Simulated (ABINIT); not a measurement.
Computed results, one entry a study.

```cif
data_cao
_symmetry_space_group_name_H-M 'Fm-3m'
_symmetry_Int_Tables_number 225
_cell_length_a 4.8071
_cell_length_b 4.8071
_cell_length_c 4.8071
_cell_angle_alpha 90.000
_cell_angle_beta 90.000
_cell_angle_gamma 90.000
_cell_volume 111.08
loop_
_atom_site_label
_atom_site_type_symbol
_atom_site_symmetry_multiplicity
_atom_site_Wyckoff_symbol
_atom_site_fract_x
_atom_site_fract_y
_atom_site_fract_z
_atom_site_occupancy
Ca1 Ca 4 a 0.00000 0.00000 0.00000 1
O1 O 4 b 0.50000 0.00000 0.00000 1
_calc_subject 'Quasiparticle gap of CaO (Fm-3m) in ABINIT'
_calc_method 'RPA screening on PBE, plane waves, norm-conserving pseudopotentials (and 2 further levels or steps)'
_calc_program 'ABINIT 10.8.3'
_calc_settings 'cutoff 36 Ha, PseudoDojo scalar-relativistic 0.4.1 standard, norm-conserving, ngkpt (4, 4, 4), nband 41, ecuteps 4.8 Ha, inclvkb 2, shiftk (0, 0, 0), symchi 1, awtr 1, frequency ppm, 4×4×4 k-mesh'
_calc_cost '5 runs, 33 s in all on 4 MPI ranks of Arm Neoverse V1, shared host'
_calc_notes 'The cell and positions are those that the Materials Project relaxed with its own functionals (PBE, PBE+U or r2SCAN), kept fixed. The 4×4×4 mesh is coarse for this cell, which bears on the long-range parts of exchange and screening.'
_calc_pbe_gap '3.66 eV, indirect'
_calc_g0w0_gap_on_the_mesh '5.72 eV'
_calc_gw_settings '4×4×4 mesh, 41 bands, screening to 130.6 eV, Godby-Needs plasmon pole'
_calc_known_limits 'short of the basis limit; coarse k mesh'
```

[Long decimals in the printed logs are rounded to 6 places.]

[Logs are printed without paths, hosts, clocks, repeated set-up lines and the standing remarks that a program may print on its own settings, such as how far it seeks lower states.]

[Paths, hosts, dates, memory and timing lines, banners, echoed tables and standing remarks are left out of the program output; an Ansatz launch command may be rebuilt from the run's recorded settings. Measured values are a selection of at most five: reports struck by readers or far from the other reports are left out. None is set beside runs whose start may be inverted or whose files or cutoffs have a known fault.]

[Runs of the session that timed out or met a known fault of the program may be left out.]

[Hosts, paths, dates, database ids (printed as entryN), source tags and the programs' standing remarks are cut or masked in the printed files.]

[G0W0 gaps are taken among the corrected bands and points alone; a level outside them can change the order at an edge.]

[Where Ansatz stands beside ABINIT at settings called matched, ABINIT's density can come from a denser mesh and the files from another edition; pairs whose starting gaps differed by over 0.03 eV were left out, so agreement reads better than it is.]
